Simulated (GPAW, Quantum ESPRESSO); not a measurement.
**Near-edge structure at the C K edge of C (Diamond, Fd-3m)**

Do two independent programs agree on the C K edge of C (Diamond, Fd-3m)? The same cell and functional are run with XSpectra and with GPAW.

Method: core-hole supercells, plane-wave PAW PBE (first program; GPAW 26.7.0 follows as the second), in Quantum ESPRESSO 7.5.

## Step 1: The structure

It takes space group Fd-3m (No. 227, cubic). The conventional cell has a = 3.567 Å, b = 3.567 Å, c = 3.567 Å, α = 90.00°, β = 90.00°, γ = 90.00°. C has 4 C at 1.54 Å nearest.

Structure file:

```cif
data_structure
_symmetry_space_group_name_H-M 'Fd-3m:1'
_symmetry_Int_Tables_number 227
_cell_length_a 3.5667
_cell_length_b 3.5667
_cell_length_c 3.5667
_cell_angle_alpha 90.000
_cell_angle_beta 90.000
_cell_angle_gamma 90.000
_cell_volume 45.37
loop_
_atom_site_label
_atom_site_type_symbol
_atom_site_symmetry_multiplicity
_atom_site_Wyckoff_symbol
_atom_site_fract_x
_atom_site_fract_y
_atom_site_fract_z
_atom_site_occupancy
C1 C 8 a 0.25000 0.25000 0.25000 1
```

## Step 2: The field without a hole (Quantum ESPRESSO)

The ground state comes first: it tells whether the system has a gap, which decides how the excited electron is treated.

The PAW data sets are made with ld1.x, with reconstruction data.

Input file scf.in:

```
&control
   calculation='scf', prefix='x', pseudo_dir='../pp', outdir='tmp', tprnfor=.true.
/
&system
   ibrav=0, nat=2, ntyp=2, nbnd=8
   ecutwfc=43, ecutrho=360
   occupations='smearing', smearing='mv', degauss=0.015
/
&electrons
   conv_thr=2.0e-08, electron_maxstep=120
   mixing_beta=0.5
/
ATOMIC_SPECIES
C3 1.0 C.pbe-n-kjpaw.UPF
C 1.0 C.pbe-n-kjpaw.UPF
CELL_PARAMETERS angstrom
  0.00000000 1.78337000 1.78337000
  1.78337000 0.00000000 1.78337000
  1.78337000 1.78337000 0.00000000
ATOMIC_POSITIONS crystal
C3   0.75000000 0.75000000 0.75000000
C    0.50000000 0.50000000 0.50000000
K_POINTS automatic
13 13 13 0 0 0
```

The run is started by

```sh
$ OMP_NUM_THREADS=1 mpirun --oversubscribe --bind-to none -np 4 pw.x -nk 4 -in scf.in > scf.out
```

Log:

```text
     [... banner and references ...]
using ibrav=0 with symmetry is DISCOURAGED, use correct ibrav instead

     G-vector sticks info
     --------------------

     Using Slab Decomposition

     bravais-lattice index     =            0
     lattice parameter (alat)  =       4.7660  a.u.
     unit-cell volume          =      76.5510 (a.u.)^3
     number of atoms/cell      =            2
     number of atomic types    =            2
     number of electrons       =         8.00
     number of Kohn-Sham states=            8
     kinetic-energy cutoff     =      43.0000  Ry
     charge density cutoff     =     360.0000  Ry
     scf convergence threshold =      2.0E-08
     mixing beta               =       0.5000
     number of iterations used =            8  plain     mixing
     Exchange-correlation= SLA  PW   PBX  PBC
                           (   1   4   3   4   0   0   0)

     celldm(1)=   4.766014  celldm(2)=   0.000000  celldm(3)=   0.000000
     celldm(4)=   0.000000  celldm(5)=   0.000000  celldm(6)=   0.000000

     crystal axes: (cart. coord. in units of alat)
               a(1) = (   0.000000   0.707107   0.707107 )
               a(2) = (   0.707107   0.000000   0.707107 )
               a(3) = (   0.707107   0.707107   0.000000 )

     reciprocal axes: (cart. coord. in units 2 pi/alat)
               b(1) = ( -0.707107  0.707107  0.707107 )
               b(2) = (  0.707107 -0.707107  0.707107 )
               b(3) = (  0.707107  0.707107 -0.707107 )

     ../pp/C.pbe-n-kjpaw.UPF
     Pseudo is Projector augmented-wave + core cor, Zval =  4.0
     Shape of augmentation charge: PSQ
     Using radial grid of 1073 points,  4 beta functions with:
                l(1) =   0
                l(2) =   0
                l(3) =   1
                l(4) =   1
     Q(r) pseudized with 0 coefficients

     ../pp/C.pbe-n-kjpaw.UPF
     Pseudo is Projector augmented-wave + core cor, Zval =  4.0
     Shape of augmentation charge: PSQ
     Using radial grid of 1073 points,  4 beta functions with:
                l(1) =   0
                l(2) =   0
                l(3) =   1
                l(4) =   1
     Q(r) pseudized with 0 coefficients

     atomic species   valence    mass     pseudopotential
     C3                4.00     1.00000     C ( 1.00)
     C                 4.00     1.00000     C ( 1.00)

     24 Sym. Ops. (no inversion) found

   Cartesian axes

     site n.     atom                  positions (alat units)
         1        C3     tau(   1) = (   1.0606602   1.0606602   1.0606602  )
         2        C      tau(   2) = (   0.7071068   0.7071068   0.7071068  )

     number of k points=    84  Marzari-Vanderbilt smearing, width (Ry)=  0.0150
                       cart. coord. in units 2pi/alat
        k(    1) = (   0.0000000   0.0000000   0.0000000), wk =   0.0009103
        k(    2) = (   0.0543928   0.0543928  -0.0543928), wk =   0.0072827
        k(    3) = (   0.1087857   0.1087857  -0.1087857), wk =   0.0072827
        k(    4) = (   0.1631785   0.1631785  -0.1631785), wk =   0.0072827
        k(    5) = (   0.2175713   0.2175713  -0.2175713), wk =   0.0072827
[...]
k(   82) = (  -0.0543928  -0.4895355   0.7071068), wk =   0.0218480
        k(   83) = (   0.0000000  -0.4351426   0.6527140), wk =   0.0218480
        k(   84) = (  -0.0543928  -0.3807498   0.7071068), wk =   0.0218480

     Dense  grid:     8801 G-vectors     FFT dimensions: (  30,  30,  30)

     Smooth grid:     2891 G-vectors     FFT dimensions: (  20,  20,  20)

     Initial potential from superposition of free atoms

     starting charge       7.9999, renormalised to       8.0000
     Starting wfcs are    8 randomized atomic wfcs
     Checking if some PAW data can be deallocated...

     per-process dynamical memory:    12.2 Mb

     Self-consistent Calculation

     iteration #  1     ecut=    43.00 Ry     beta= 0.50
[...]
iteration #  6     ecut=    43.00 Ry     beta= 0.50
     Davidson diagonalization with overlap
     ethr =  1.07E-09,  avg # of iterations =  2.0

     total energy              =     -36.86690510 Ry
     estimated scf accuracy    <       0.00000007 Ry

     iteration #  7     ecut=    43.00 Ry     beta= 0.50
     Davidson diagonalization with overlap
     ethr =  8.91E-10,  avg # of iterations =  1.7

     End of self-consistent calculation

          k = 0.0000 0.0000 0.0000 (   339 PWs)   bands (ev):

    -8.1276  13.3523  13.3523  13.3523  18.9555  18.9555  18.9555  26.6828

          k = 0.0544 0.0544-0.0544 (   341 PWs)   bands (ev):

    -7.9638  12.2871  13.0737  13.0737  19.3203  19.3203  19.5834  26.8233

          k = 0.1088 0.1088-0.1088 (   359 PWs)   bands (ev):

    -7.4741  10.0180  12.4443  12.4443  20.1473  20.1473  20.6078  27.2317

          k = 0.1632 0.1632-0.1632 (   359 PWs)   bands (ev):

    -6.6641   7.4170  11.7625  11.7625  20.9842  20.9842  21.3694  27.8283

          k = 0.2176 0.2176-0.2176 (   359 PWs)   bands (ev):

    -5.5478   4.8153  11.1863  11.1863  21.5363  21.5363  21.8307  28.4356

          k = 0.2720 0.2720-0.2720 (   362 PWs)   bands (ev):

[...]
k = 0.1088-0.0000 0.0000 (   343 PWs)   bands (ev):

[...]
k =-0.2720-0.3807 0.3807 (   368 PWs)   bands (ev):

[...]
k =-0.2176-0.3264 0.3264 (   366 PWs)   bands (ev):

[...]
k =-0.1632-0.2720 0.2720 (   358 PWs)   bands (ev):

[...]
k =-0.1088-0.2176 0.2176 (   362 PWs)   bands (ev):

[...]
k =-0.0544-0.1632 0.1632 (   360 PWs)   bands (ev):

[...]
k = 0.0000-0.1088 0.1088 (   353 PWs)   bands (ev):

[...]
k = 0.2176-0.0000 0.0000 (   351 PWs)   bands (ev):

[...]
k = 0.0000-0.2176 0.2176 (   361 PWs)   bands (ev):

[...]
k = 0.3264-0.0000 0.0000 (   351 PWs)   bands (ev):

[...]
k = 0.2176 0.1088 0.0000 (   355 PWs)   bands (ev):

[...]
k = 0.3264 0.1088 0.0000 (   358 PWs)   bands (ev):

[...]
k = 0.3807 0.1632-0.0544 (   360 PWs)   bands (ev):

[...]
k = 0.4351 0.2176-0.1088 (   367 PWs)   bands (ev):

[...]
k = 0.4351 0.1088 0.0000 (   357 PWs)   bands (ev):

[...]
k = 0.4895 0.1632-0.0544 (   358 PWs)   bands (ev):

[...]
k = 0.5439 0.1088 0.0000 (   360 PWs)   bands (ev):

[...]
k = 0.0000-0.5439 0.6527 (   368 PWs)   bands (ev):

[...]
k = 0.4351 0.2176 0.0000 (   360 PWs)   bands (ev):

[...]
k =-0.0544-0.3807 0.5983 (   371 PWs)   bands (ev):

[...]
k = 0.0000-0.3264 0.5439 (   373 PWs)   bands (ev):

[...]
k =-0.0544-0.4895 0.7071 (   365 PWs)   bands (ev):

    -0.0049   2.1037   5.5824   5.9702  20.8933  21.5198  27.4545  28.7846

          k = 0.0000-0.4351 0.6527 (   373 PWs)   bands (ev):

     0.8857   1.5424   4.5873   6.1481  21.4998  23.6020  26.8185  27.3893

          k =-0.0544-0.3807 0.7071 (   371 PWs)   bands (ev):

     0.5701   2.0197   4.7016   5.6812  23.5628  23.6458  25.4504  26.7505

     the Fermi energy is    16.2254 ev

!    total energy              =     -36.86690511 Ry
     total all-electron energy =      -152.395099 Ry
     estimated scf accuracy    <          1.2E-09 Ry
     smearing contrib. (-TS)   =      -0.00000000 Ry
     internal energy E=F+TS    =     -36.86690511 Ry

     The total energy is F=E-TS. E is the sum of the following terms:
     one-electron contribution =       8.46901496 Ry
     hartree contribution      =       1.94016724 Ry
     xc contribution           =      -9.37596421 Ry
     ewald contribution        =     -25.57468850 Ry
     one-center paw contrib.   =     -12.32543460 Ry

     convergence has been achieved in   7 iterations

     Forces acting on atoms (cartesian axes, Ry/au):

     atom    1 type  1   force =     0.00000000    0.00000000    0.00000000
     atom    2 type  2   force =    -0.00000000   -0.00000000   -0.00000000

     Total force =     0.000000     Total SCF correction =     0.000000

     XML data file, charge density, pseudopotentials, collected wavefunctions

=------------------------------------------------------------------------------=
   JOB DONE.
=------------------------------------------------------------------------------=
```

It took 1.7 s on 4 MPI ranks of Arm Neoverse V1, shared host; peak memory 0.05 GiB.

Absorbing atoms carry a label of their own (element plus a letter or digit), as the spectrum program needs them as separate species.

The mesh shows a gap of 4.16 eV, so the hole is first treated in a charged cell, without the excited electron.

## Step 3: Spectrum without a core hole, C atom 1 (Quantum ESPRESSO)

Without a hole the spectrum is the empty density of states of the right symmetry on the absorber, weighted by matrix elements. It needs only the small cell and serves as the baseline.

The absorber has 4 C at 1.54 Å (tetrahedral, site symmetry -43m).

Input file xspectra.in:

```
&input_xspectra
   calculation='xanes_dipole', edge='K'
   prefix='x', outdir='tmp', xiabs=1, xe0=15.4313
   xonly_plot=.false., x_save_file='xanes.sav'
   xniter=3000, xcheck_conv=20, xerror=0.005
   xcoordcrys=.false., xepsilon(1)=1, xepsilon(2)=0, xepsilon(3)=0
/
&plot
   xnepoint=413, xemin=-10, xemax=45, terminator=.true., cut_occ_states=.true.
   xgamma=0.4
/
&pseudos
   filecore='../C.wfc'
/
&cut_occ
   cut_desmooth=0.1, cut_stepl=0.05, cut_stepu=0.05, cut_ierror=1e-5
/
11 11 11 0 0 0
```

The run is started by

```sh
$ OMP_NUM_THREADS=1 mpirun --oversubscribe --bind-to none -np 4 xspectra.x -nk 4 -in xspectra.in > xspectra.out
```

Log:

```text
     [... banner and references ...]
Reading input_file

     calculation: xanes_dipole

     xepsilon  [cartesian coordinates]:   1.000000   0.000000   0.000000

     xonly_plot: FALSE
        => complete calculation: Lanczos + spectrum plot

     filecore (core-wavefunction file): ../C.wfc

     main plot parameters:
        cut_occ_states: TRUE
        gamma_mode:  constant
        -> using xgamma [eV]:  0.40
        xemin [eV]: -10.00
        xemax [eV]:  45.00
        xnepoint:  413
        xe0 [eV]:  15.431300 (energy zero read in input file)

[...]
Results of STEP 1 successfully written in x_save_file
     x_save_file name:
     ->  xanes.sav
     x_save_file version:  2

     ... End STEP 1 ...

     ... Begin STEP 2 ...

     The spectrum is calculated using the following parameters:
        xe0 [eV]:   15.4313
        the occupied states are elimintate from the spectrum
        xemin [eV]: -10.00
        xemax [eV]:  45.00
        xnepoint:  413
        constant broadening parameter [eV]:    0.400
        Core level energy [eV]:  -284.2
         (from electron binding energy of neutral atoms in X-ray data booklet)

     Cross-section successfully written in xanes.dat

     ... End STEP 2 ...

                                END JOB XSpectra
```

Wall time 8.1 s (4 MPI ranks); peak memory 0.12 GiB; 32 s of CPU time.

The C K spectrum, C atom 1, no core hole (energy from the lowest empty level; intensity scaled to a mean of 1 over the first 20 eV; the points at xe0, where the cut of filled states can leave a spike, are interpolated):

| E (eV) | intensity |
| --- | --- |
| -2.00 | 0.04 |
| -1.25 | 0.05 |
| -0.50 | 0.07 |
| 0.25 | 0.15 |
| 1.00 | 0.31 |
| 1.75 | 0.53 |
| 2.50 | 0.75 |
| 3.25 | 0.90 |
| 4.00 | 1.34 |
| 4.75 | 1.37 |
| 5.50 | 1.20 |
| 6.25 | 1.08 |
| 7.00 | 1.29 |
| 7.75 | 1.05 |
| 8.50 | 1.23 |
| 9.25 | 1.68 |
| 10.00 | 1.50 |
| 10.75 | 1.64 |
| 11.50 | 1.23 |
| 12.25 | 0.59 |
| 13.00 | 0.34 |
| 13.75 | 0.35 |
| 14.50 | 0.52 |
| 15.25 | 0.67 |
| 16.00 | 0.82 |
| 16.75 | 1.39 |
| 17.50 | 1.07 |
| 18.25 | 1.34 |
| 19.00 | 1.37 |
| 19.75 | 1.10 |
| 20.50 | 0.80 |
| 21.25 | 0.70 |
| 22.00 | 0.47 |
| 22.75 | 0.36 |
| 23.50 | 0.43 |
| 24.25 | 0.23 |
| 25.00 | 0.28 |
| 25.75 | 0.21 |
| 26.50 | 0.18 |
| 27.25 | 0.24 |
| 28.00 | 0.27 |
| 28.75 | 0.26 |
| 29.50 | 0.23 |
| 30.25 | 0.14 |
| 31.00 | 0.11 |
| 31.75 | 0.16 |

Main maxima below 24 eV (height): 4.2 eV (1.39), 5.0 eV (1.50), 7.3 eV (1.39), 9.4 eV (1.70), 10.7 eV (1.64), 16.8 eV (1.39) and 18.9 eV (1.40). A K edge sees empty p states; a tetrahedral site has σ* states alone, so there is no π* peak.

## Step 4: Another broadening

The final state's lifetime shortens with energy, so measured features broaden above the edge; the saved Lanczos coefficients are redrawn with a width that grows.

Input file xspectra_plot.in:

```
&input_xspectra
   calculation='xanes_dipole', edge='K'
   prefix='x', outdir='tmp', xiabs=1, xe0=15.4313
   xonly_plot=.true., x_save_file='xanes.sav'
   xniter=3000, xcheck_conv=20, xerror=0.005
   xcoordcrys=.false., xepsilon(1)=1, xepsilon(2)=0, xepsilon(3)=0
/
&plot
   xnepoint=413, xemin=-10, xemax=45, terminator=.true., cut_occ_states=.true.
   gamma_mode='variable', gamma_energy(1)=4, gamma_energy(2)=25, gamma_value(1)=0.3, gamma_value(2)=2.5
/
&pseudos
   filecore='../C.wfc'
/
&cut_occ
   cut_desmooth=0.1, cut_stepl=0.05, cut_stepu=0.05, cut_ierror=1e-5
/
11 11 11 0 0 0
```

The run is started by

```sh
$ OMP_NUM_THREADS=1 xspectra.x -in xspectra_plot.in > xspectra_plot.out
```

Log:

```text
     [... banner and references ...]
Reading input_file
     -------------------------------------------------------------------------

     calculation: xanes_dipole

     xonly_plot: TRUE
        => only the spectrum plot

     main plot parameters:
        cut_occ_states: TRUE
        gamma_mode:  variable
        -> first, constant up to point ( 4.00, 0.30) [eV]
        -> then, linear up to point (25.00, 2.50) [eV]
        -> finally, constant up to xemax
        xemin [eV]: -10.00
        xemax [eV]:  45.00
        xnepoint:  413
[...]
xemin [eV]: -10.00
        xemax [eV]:  45.00
        xnepoint:  413
        energy-dependent broadening parameter:
         -> first, constant up to point ( 4.00, 0.30) [eV]
         -> then, linear up to point (25.00, 2.50) [eV]
         -> finally, constant up to xemax
        Core level energy [eV]:  -284.2
         (from electron binding energy of neutral atoms in X-ray data booklet)

     Cross-section successfully written in xanes.dat

     -------------------------------------------------------------------------
                                END JOB XSpectra
     -------------------------------------------------------------------------
[key lines of the parts left out:]
Fermi level [eV]:  13.3523
```

Run time: 9.1 s. Hardware: 1 MPI rank; peak memory 0.12 GiB.

With a Lorentzian half width 0.3 eV up to 4 eV, rising linearly to 2.5 eV at 25 eV (counted from xe0, 2.1 eV below the zero used here), the maxima are 5.0 eV (1.43), 7.1 eV (1.28), 9.5 eV (1.46) and 17.8 eV (1.03).

## Step 5: Supercell without a hole, the energy reference (Quantum ESPRESSO)

The photon energy needs a difference of total energies, so the cell and mesh of the coming hole run are first run without a hole.

Input file scf.in:

```
&control
   calculation='scf', prefix='x', pseudo_dir='../pp', outdir='tmp', tprnfor=.true.
/
&system
   ibrav=0, nat=16, ntyp=1, nbnd=36
   ecutwfc=43, ecutrho=360
   occupations='fixed'
/
&electrons
   conv_thr=1.6e-07, electron_maxstep=120
   mixing_beta=0.5
/
ATOMIC_SPECIES
C 1.0 C.pbe-n-kjpaw.UPF
CELL_PARAMETERS angstrom
  0.00000000 3.56674000 3.56674000
  3.56674000 0.00000000 3.56674000
  3.56674000 3.56674000 0.00000000
ATOMIC_POSITIONS crystal
C    0.37500000 0.37500000 0.37500000
C    0.37500000 0.37500000 0.87500000
C    0.37500000 0.87500000 0.37500000
C    0.87500000 0.37500000 0.37500000
C    0.37500000 0.87500000 0.87500000
C    0.87500000 0.37500000 0.87500000
C    0.87500000 0.87500000 0.37500000
C    0.87500000 0.87500000 0.87500000
C    0.25000000 0.25000000 0.25000000
C    0.25000000 0.25000000 0.75000000
C    0.25000000 0.75000000 0.25000000
C    0.75000000 0.25000000 0.25000000
C    0.25000000 0.75000000 0.75000000
C    0.75000000 0.25000000 0.75000000
C    0.75000000 0.75000000 0.25000000
C    0.75000000 0.75000000 0.75000000
K_POINTS automatic
5 5 5 0 0 0
```

The run is started by

```sh
$ OMP_NUM_THREADS=1 mpirun --oversubscribe --bind-to none -np 4 pw.x -nk 4 -in scf.in > scf.out
```

Log:

```text
     [... banner and references ...]
[banner, memory and clock lines left out]
Found identity + (  0.0000 -0.0000 -0.5000) symmetry
     This is a supercell, fractional translations are disabled
     using ibrav=0 with symmetry is DISCOURAGED, use correct ibrav instead

     G-vector sticks info

     bravais-lattice index     =            0
     lattice parameter (alat)  =       9.5320  a.u.
     unit-cell volume          =     612.4081 (a.u.)^3
     number of atoms/cell      =           16
[...]
atom    2 type  1   force =     0.00000117    0.00000117   -0.00000117
     atom    3 type  1   force =     0.00000117   -0.00000117    0.00000117
[...]
atom   15 type  1   force =    -0.00000000    0.00000000    0.00000156
     atom   16 type  1   force =     0.00000000    0.00000000    0.00000000

     Total force =     0.000006     Total SCF correction =     0.000111
     SCF correction compared to forces is large: reduce conv_thr to get better values

     XML data file, charge density, pseudopotentials, collected wavefunctions
[key lines of the parts left out:]
!    total energy              =    -294.93521479 Ry
convergence has been achieved in   6 iterations
```

Run time: 7.3 s. Hardware: 4 MPI ranks; peak memory 0.11 GiB.

Reference energy: -16587.527 eV with the cores included.

(Continued in part 2 of 4.)

[Banner, clock and machine lines of the logs are left out without a mark of their own.]

[Logs are printed without paths, hosts, clocks, repeated set-up lines and the standing remarks that a program may print on its own settings, such as how far it seeks lower states.]

[Hosts, paths, dates, database ids (printed as entryN), source tags and the programs' standing remarks are cut or masked in the printed files.]

[Lists of maxima count a maximum above −3 eV only where it reaches 4 % of the highest in the window and stands out from its surroundings by 2 % of it (1.5 % where it reaches 55 %); shoulders and weaker maxima are passed over, and of the rest the first, up to two pre-edge ones and the few strongest are named.]
